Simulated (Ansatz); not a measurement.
# ThTl3 (Pm-3m): from the cell to its phonons

How does ThTl3 (Pm-3m) vibrate, and is this structure a minimum?

Calculated with Ansatz 0.2.0; DFT PBEsol, scalar-relativistic, plane waves, PAW.

### 1. The structure

Symmetry: Pm-3m, No. 221, cubic system. Conventional cell: a = 4.748 Å, b = 4.748 Å, c = 4.748 Å, α = 90.00°, β = 90.00°, γ = 90.00°. Nearest to Th lie 12 Tl at 3.36 Å. Nearest to Tl lie 4 Th at 3.36 Å and 8 Tl at 3.36 Å. Farther neighbours are not listed.

### 2. Relaxation

The volume is held at the value of the starting cell, and symmetry leaves nothing else free, so this is a single point.

input.yaml

```yaml
crystal:
  lattice:
    - [4.748, 0.0, 0.0]
    - [0.0, 4.748, 0.0]
    - [0.0, 0.0, 4.748]
  atoms:
    - { symbol: Th, position: [0.0, 0.0, 0.0] }
    - { symbol: Tl, position: [0.0, 0.5, 0.5] }
    - { symbol: Tl, position: [0.5, 0.0, 0.5] }
    - { symbol: Tl, position: [0.5, 0.5, 0.0] }
kpoints:
  mp_grid: { grid: [10, 10, 10] }
hamiltonian:
  xc: pbesol
scf:
  occupations: { method: gaussian, width: 0.1 }
output:
  forces: true
  stress: true
  eigenvalues: true
  write_density: true
  write_potential: true
  elf: true
  volumetric_format: npy
```

The run is started by

```bash
$ ansatz run input.yaml --threads 4 --pin off --max-ram 16384MiB --backend cpu --events-out ev --progress --plain --runs-dir out
```

Numbers of over 12 decimals in the logs are rounded to 6 here.

The program printed:

```text
Engine: ansatz 0.2.0, aarch64-unknown-linux-gnu
Pseudopotentials: kind: paw
Pseudopotential: Th, paw, valence charge 12, recommended cutoff 420 eV (normal), Th.paw.azcp
Pseudopotential: Tl, paw, valence charge 13, recommended cutoff 420 eV (normal), Tl.paw.azcp
Functional definition: PBEsol
  exchange = pbesol_x
  correlation = pbesol_c
Crystal: 4 atoms, lattice volume = 107.037 Å³
Basis set: ecut = 420 eV, 2103 PW (Γ), exchange–correlation on 64×64×64 points (8 copies of the dense FFT grid, shifted against one another)
Bands: 31, of which v1, the nominal top of the filled ones, is band 26 counted from 1 (25 counted from 0)
Symmetry: 48 space group operations
Space group: Pm-3m (ITA 221), of the structure as read, at distance tolerance 4.7e-5 Å
k-points: 56 of 1000
Non-local potential: Th, projectors of the file, l = 0: 3, l = 1: 2, l = 2: 2, l = 3: 3
Non-local potential: Tl, projectors of the file, l = 0: 2, l = 1: 2, l = 2: 2, l = 3: 1
PAW form: soft (Blöchl's): semilocal exchange-correlation on the pseudo side does not see the compensation charge
PAW frozen core: Th, regenerated for the run's functional, and the local potential with it (the file was generated under x = pbe(κ = 0.804, μ = 0.219515), c = pbe(β = 0.066725))
PAW frozen core: Tl, regenerated for the run's functional, and the local potential with it (the file was generated under x = pbe(κ = 0.804, μ = 0.219515), c = pbe(β = 0.066725))
PAW one-centre angular grid: Th, 590 points (default); XC on 64 Gauss nodes
PAW one-centre angular grid: Tl, 590 points (default); XC on 64 Gauss nodes
Initial density: superposition of atomic densities (neutral atoms: chi_scale 0, normalization atom), corrected by the library's trained network
Initial wavefunctions: pseudopotential atomic-orbital guess
Functional: x = pbesol(κ = 0.804, μ = 0.123457), c = pbesol(β = 0.046)
SCF iter   1: F=—  HF=-46944.062918 eV  |F-HF|=—  |Δ(HF+E_count)|=         —  Δρ=2.61e-3  dr2=9.04e-3  ethr=1.77e-3  ⟨swp⟩=5.0  Hψ=7007  notcnv=0
preconditioner: auto → Kerker (q_TF=auto, 2.411 Å⁻¹)  [metal: Δε(μ)=0.041 eV  Ē_g=11.437 eV  σ=0.100 eV  W_gap=0.22  n_scr=26 (ndim 8)  ℏωp=25.1 eV  f_vac=0.000  D(μ)=1.95/eV (n_scr^D=6)]
SCF iter   2: F=—  HF=-46944.060940 eV  |F-HF|=—  |Δ(HF+E_count)|=   1.98e-3  Δρ=1.37e-3  dr2=3.13e-3  ethr=1.77e-5  ⟨swp⟩=2.6  Hψ=3489  notcnv=0
SCF iter   3: F=—  HF=-46944.060274 eV  |F-HF|=—  |Δ(HF+E_count)|=   6.66e-4  Δρ=3.22e-4  dr2=3.59e-4  ethr=6.15e-6  ⟨swp⟩=2.9  Hψ=3176  notcnv=0
SCF iter   4: F=—  HF=-46944.060177 eV  |F-HF|=—  |Δ(HF+E_count)|=   9.69e-5  Δρ=8.21e-5  dr2=1.10e-5  ethr=7.04e-7  ⟨swp⟩=2.0  Hψ=2052  notcnv=0
SCF iter   5: F=—  HF=-46944.060212 eV  |F-HF|=—  |Δ(HF+E_count)|=   3.49e-5  Δρ=2.65e-5  dr2=1.00e-6  ethr=2.15e-8  ⟨swp⟩=2.1  Hψ=2854  notcnv=0
SCF iter   6: F=-46944.060212 eV  HF=-46944.060212 eV  |F-HF|=5.01e-9  |Δ(HF+E_count)|=   9.44e-8  Δρ=5.17e-6  dr2=4.37e-8  ethr=1.96e-10  ⟨swp⟩=10.1  Hψ=13468  notcnv=0
SCF 1 converged in 6 iterations: F = -46944.060212 eV  dr2 = 4.37e-8
  greatest PAW one-centre occupation: 0.978 electrons in one spin orbital (limit 2), on the Th atom at site 0 (counted from 0), in its partial waves of l = 0
SCF converged after 6 iterations
Free energy (F): -46944.060212 eV
Harris-Foulkes:  -46944.060212 eV  (|F-HF|=5.01e-9)
Internal energy: -46944.050320 eV  (E = F + TS)
E sigma→0 (E₀):  -46944.055266 eV
Entropy (-TS):   -0.009892 eV (-2.473 meV/atom)
Fermi energy:    13.278335 eV
--- Per-component energies (eV) ---
  E_band       = 99.240100
  E_kinetic    = 1230.604536
  E_local      = -2761.343812  (includes V_loc(G=0)·N_el)
  E_nonlocal   = 1115.084043
  E_hartree    = 997.798523
  E_xc         = -1073.081954
  E_vxc        = -606.178871  (∫ρ·V_xc dr)
  E_paw        = -41929.974183  (= ΣΔE_a)
  E_vpaw       = -874.516576  (= ΣTr[D̂ρ^β])
  E_aug_tail   = 0.000100  (compensation charges beyond the density's cutoff)
  E_ewald      = -4523.389697
  E_core_change = 0.252124  (= ΣΔE_core)
  E_smearing   = -0.009892  (= −TS)
  E_closure    = 0.000000  (closes the sum)
  Σ components = -46944.060212   (vs F -46944.060212, Δ=0.00e0)
--- Forces (eV/Å), atoms counted from 1 ---
  atom   1  Th    -0.00000000     0.00000000     0.00000000
  atom   2  Tl     0.00000000     0.00000000    -0.00000000
  atom   3  Tl     0.00000000    -0.00000000     0.00000000
  atom   4  Tl     0.00000000     0.00000000     0.00000000
  max |Σ_I F_I| component: 2.09e-28 eV/Å
--- Stress (GPa, compression-positive) ---
       -0.015424       0.000000      -0.000000
        0.000000      -0.015424       0.000000
        0.000000       0.000000      -0.015424
  P = ⅓ Tr σ = -0.0154 GPa (-0.154 kbar)
--- Band table (eV; the first three rows and the last of 56) ---
  k-point 0: bands = [... 22 lower, 12.0541, 12.0541, 12.0541, 14.1238, 14.1238, 14.1238, 14.9462, 15.5080, ... 1 higher]
  k-point 1: bands = [... 22 lower, 12.0365, 12.0365, 12.2188, 13.8854, 14.0508, 14.0508, 14.9484, 15.3198, ... 1 higher]
  k-point 2: bands = [... 22 lower, 11.9623, 11.9623, 12.6170, 13.3039, 13.9436, 13.9436, 14.9544, 15.2206, ... 1 higher]
  k-point 55: bands = [... 22 lower, 9.8643, 11.8613, 11.8613, 11.8613, 14.8303, 14.8303, 14.8303, 14.9589, ... 1 higher]
```

Wall time 3.3 s (4 threads of Arm Neoverse V1, shared host); peak memory 0.49 GiB; 12 s of CPU time.

This step gave:

| Property | Result |
| --- | --- |
| pressure | -0.01542 GPa |
| volume per atom | 26.76 Å³ |
| gap on the k-mesh | 0 eV |

Electrostatic potential energy in the ac plane at fractional y = 0.000, with atoms of Th and Tl within 0.2 Å of it. With pseudopotentials it is smooth inside the atoms' cores, unlike the true potential.

Ten even steps from '0' (-75 eV) to '9' (16 eV), each cell a mean:
```
00479999998620
13689999999752
56899999999876
88999988999998
99999765689999
99998544469999
99997445458999
99997544468999
99998654579999
99999877899999
78899999999987
34789999999864
01489999998630
00379999998510
```
Columns run along a (4.7 Å; values clipped at the 3rd and 97th percentile), rows up along c (4.7 Å). Atoms in or near the plane, at fractional coordinates: Th at (0.00, 0.00), Tl at (0.50, 0.50).

ELF in the ac plane at fractional y = 0.000, with atoms of Th and Tl within 0.2 Å of it. It is the smooth field of the valence electrons, not physical close to the nuclei.

Ten even steps from '0' (0.02) to '9' (0.79), each cell a mean:
```
15972122213992
89952233322799
98622344432479
43223444443223
11234443444321
12344310244432
23344200034432
22344300144432
11244432344321
22234444443222
76423444432257
99842233322699
37962123213895
03972122114981
```
Columns run along a (4.7 Å), rows up along c (4.7 Å). Atoms in or near the plane, at fractional coordinates: Th at (0.00, 0.00), Tl at (0.50, 0.50).

Valence density in the ac plane at fractional y = 0.000, with atoms of Th and Tl within 0.2 Å of it. It is the smooth field of the valence electrons, not physical close to the nuclei.

Ten steps, logarithmic in the rise over the least value, from '_' (0.1 e/Å³) to '@' (8.1 e/Å³), each cell a mean:
```
++****==..__________::++**++
****++--..__________::==++**
++++--::..............::==++
::::....::----==--::....::::
____....--++******==::..____
____..::==**%%%%##**--..____
____..::++##@@@@%%**==..____
____..::==##@@@@%%**--..____
____..::--++####**++--..____
........::--==++==--::......
==--::....::::::::....::--==
**++==::..............--++**
++**++--..__________::++****
==++**==..__________::++**++
```
Columns run along a (4.7 Å), rows up along c (4.7 Å). Atoms in or near the plane, at fractional coordinates: Th at (0.00, 0.00), Tl at (0.50, 0.50).

### 3. Relaxing to small forces for the phonons

Symmetry and the fixed volume leave nothing to relax, so a single point is run on the k mesh and occupations of the first response run.

input.yaml, the sections that differ from step 2:

```yaml
scf:
  occupations: { method: methfessel_paxton, width: 0.2 }
output:
  forces: true
  stress: true
  eigenvalues: true
# crystal, kpoints, hamiltonian: as in step 2
```

The program printed:

```text
[...]
Crystal: 4 atoms, lattice volume = 107.037 Å³
Basis set: ecut = 420 eV, 2103 PW (Γ), exchange–correlation on 64×64×64 points (8 copies of the dense FFT grid, shifted against one another)
Bands: 31, of which v1, the nominal top of the filled ones, is band 26 counted from 1 (25 counted from 0)
Symmetry: 48 space group operations
[...]
k-points: 56 of 1000
[...]
k-point 0: bands = [... 22 lower, 12.0539, 12.0539, 12.0539, 14.1223, 14.1223, 14.1223, 14.9442, 15.5076, ... 1 higher]
  k-point 1: bands = [... 22 lower, 12.0363, 12.0363, 12.2185, 13.8842, 14.0495, 14.0495, 14.9464, 15.3181, ... 1 higher]
  k-point 2: bands = [... 22 lower, 11.9621, 11.9621, 12.6168, 13.3032, 13.9424, 13.9424, 14.9523, 15.2186, ... 1 higher]
  k-point 55: bands = [... 22 lower, 9.8644, 11.8611, 11.8611, 11.8611, 14.8283, 14.8283, 14.8283, 14.9567, ... 1 higher]
[key lines of the parts left out:]
SCF converged after 6 iterations
Free energy (F): -46944.053382 eV
Fermi energy:    13.284889 eV
P = ⅓ Tr σ = -0.0330 GPa (-0.330 kbar)
```

It took 2.5 s on 4 threads; peak memory 0.49 GiB; 9.1 s of CPU time.

This step gave:

- pressure: -0.03301 GPa

The forces vanish by symmetry. The volume is held at 26.76 Å³/atom, so a pressure of -0.03 GPa remains at this level.

### 4. Zone-centre response

The zone centre comes first: it holds the modes that light can see, as far as symmetry allows. No field response is asked, since the mesh shows no gap.

input.yaml, as its differences from that of step 3:

```diff
@@ -17,4 +17,4 @@
 output:
-  forces: true
-  stress: true
   eigenvalues: true
+phonons:
+  method: dfpt
```

The program printed:

```text
zone centre: on kpoints.mp_grid the ground state, and the responses unless they are solved on pairs of k-points, stand on 216 of the mesh's 1000 k-points, reduced under 8 symmetry operations, with k and −k counted as one. Each operation leaves every solved displacement unchanged or reverses it
[...]
Crystal: 4 atoms, lattice volume = 107.037 Å³
Basis set: ecut = 420 eV, 2103 PW (Γ), exchange–correlation on 64×64×64 points (8 copies of the dense FFT grid, shifted against one another)
Bands: 31, of which v1, the nominal top of the filled ones, is band 26 counted from 1 (25 counted from 0)
Symmetry: 48 space group operations
k-points: 216 of 1000 (irreducible under 8 space group operations)
[...]
SCF iter   1: F=—  HF=-46944.056145 eV  |F-HF|=—  |Δ(HF+E_count)|=         —  Δρ=2.61e-3  dr2=9.08e-3  ethr=1.77e-3  ⟨swp⟩=5.0  Hψ=26848  notcnv=0
[...]
SCF iter  10: F=-46944.053382 eV  HF=-46944.053382 eV  |F-HF|=2.18e-11  |Δ(HF+E_count)|=  2.18e-11  S|Δr|=    0.00e0  Δρ=1.91e-8  dr2=4.87e-13  ethr=1.00e-12  ⟨swp⟩=5.7  Hψ=30928  notcnv=0
the search or the solves at the SCF's close seem to have found levels that the self-consistency loop had missed (the run counts 3). By its estimate they hold under 1e-12 electrons; where the run keeps them, the occupations were computed again with them
SCF 1 converged in 10 iterations: F = -46944.053382 eV  dr2 = 4.87e-13
[...]
DFPT response loops at Γ: preconditioner auto → Kerker (q_TF=auto, 2.411 Å⁻¹) (partly filled bands, converged f_vac=0.000); β = 1.00, the filter's whole step (`scf.mixing.beta` (0.50) is not read by the response loops under this deck's `scf.mixing.preconditioner`; to damp them name `kerker` or `kerker_dos`, under which they read `scf.mixing.beta`, and type it under 1.00, their step now; both keys bind the ground state too); Broyden in place of MSR1
SCF converged after 10 iterations
[...]
Free energy (F): -46944.053382 eV
[...]
Internal energy: -46944.054376 eV  (E = F + TS)
E sigma→0 (E₀):  -46944.053630 eV
Entropy (-TS):   0.000994 eV (0.248 meV/atom)
Fermi energy:    13.284910 eV
[...]
--- Band table (eV; the first three rows and the last of 216) ---
  k-point 0: bands = [... 22 lower, 12.0539, 12.0539, 12.0539, 14.1224, 14.1224, 14.1224, 14.9442, 15.5076, ... 1 higher]
  k-point 1: bands = [... 22 lower, 12.0363, 12.0363, 12.2186, 13.8842, 14.0495, 14.0495, 14.9464, 15.3181, ... 1 higher]
  k-point 2: bands = [... 22 lower, 11.9622, 11.9622, 12.6168, 13.3032, 13.9424, 13.9424, 14.9523, 15.2186, ... 1 higher]
  k-point 215: bands = [... 22 lower, 9.8644, 11.8611, 11.8611, 11.8611, 14.8283, 14.8283, 14.8283, 14.9566, ... 1 higher]
--- Phonons (Γ-DFPT): 3 representative perturbations + reference, on 216 of 1000 k-points (Σ response iterations 8) ---
  k mesh reduced under 8 symmetry operations, with k and −k counted as one. Each operation leaves every solved displacement unchanged or reverses it
  ASR residual: 1.271e-4 → 0.000e0 eV/Å²; symmetrization residual: 4.100e-5 eV/Å²
  ASR residual per site (eV/Å²): 1.20e-4 1.27e-4 1.27e-4 1.27e-4
  Γ frequencies (cm⁻¹): 0.00 0.00 0.00 60.58 60.58 60.58 71.18 71.18 71.18 112.57 112.57 112.57
  non-analytic LO–TO correction: not included (Born effective charges unavailable; polar crystals: no LO–TO splitting at Γ)
```

Run time: 70 s. Hardware: 4 threads; peak memory 2.7 GiB; 4.4 min of CPU time.

Numbers from this step:

| Item | Value |
| --- | --- |
| sum-rule residual before enforcement | 1.27e-4 eV/Å² |
| point group | m-3m |
| highest optical mode at the zone centre (no LO-TO term) | 112.6 cm⁻¹ |
| lowest optical zone-centre mode | 60.58 cm⁻¹ |

Patterns of degenerate modes are one choice out of their space. Modes at Γ, with each element's share of the kinetic energy:

```csv
mode,frequency (cm⁻¹),symmetry,Th %,Tl %
1,0.0,acoustic,27,73
2,0.0,acoustic,27,73
3,0.0,acoustic,27,73
4,60.6,T1u,26,74
5,60.6,T1u,26,74
6,60.6,T1u,26,74
7,71.2,T2u,0,100
8,71.2,T2u,0,100
9,71.2,T2u,0,100
10,112.6,T1u,46,54
11,112.6,T1u,46,54
12,112.6,T1u,46,54
```

Displacements in mode 4 (60.6 cm⁻¹), the largest set to 1:
```
Th1 -0.04 -0.58  0.01
Tl2  0.07 -0.17  0.00
Tl3 -0.01  1.00  0.00
Tl4 -0.01 -0.17 -0.01
```

Displacements in mode 11 (112.6 cm⁻¹), the largest set to 1:
```
Th1  0.00  1.00 -0.12
Tl2  0.00 -0.76  0.09
Tl3  0.00  0.39  0.09
Tl4  0.00 -0.76 -0.05
```

Before it was imposed, the acoustic sum rule was missed by 1.3e-4 eV/Å². Small misses are needed for a sound result but don't prove that mesh and cutoff are converged. The lowest optical mode is real, 60.6 cm⁻¹.

[end of part 1 of 2]

[Logs are printed without paths, hosts, clocks, repeated set-up lines and the standing remarks that a program may print on its own settings, such as how far it seeks lower states.]

[Hosts, paths, dates, database ids (printed as entryN), source tags and the programs' standing remarks are cut or masked in the printed files.]
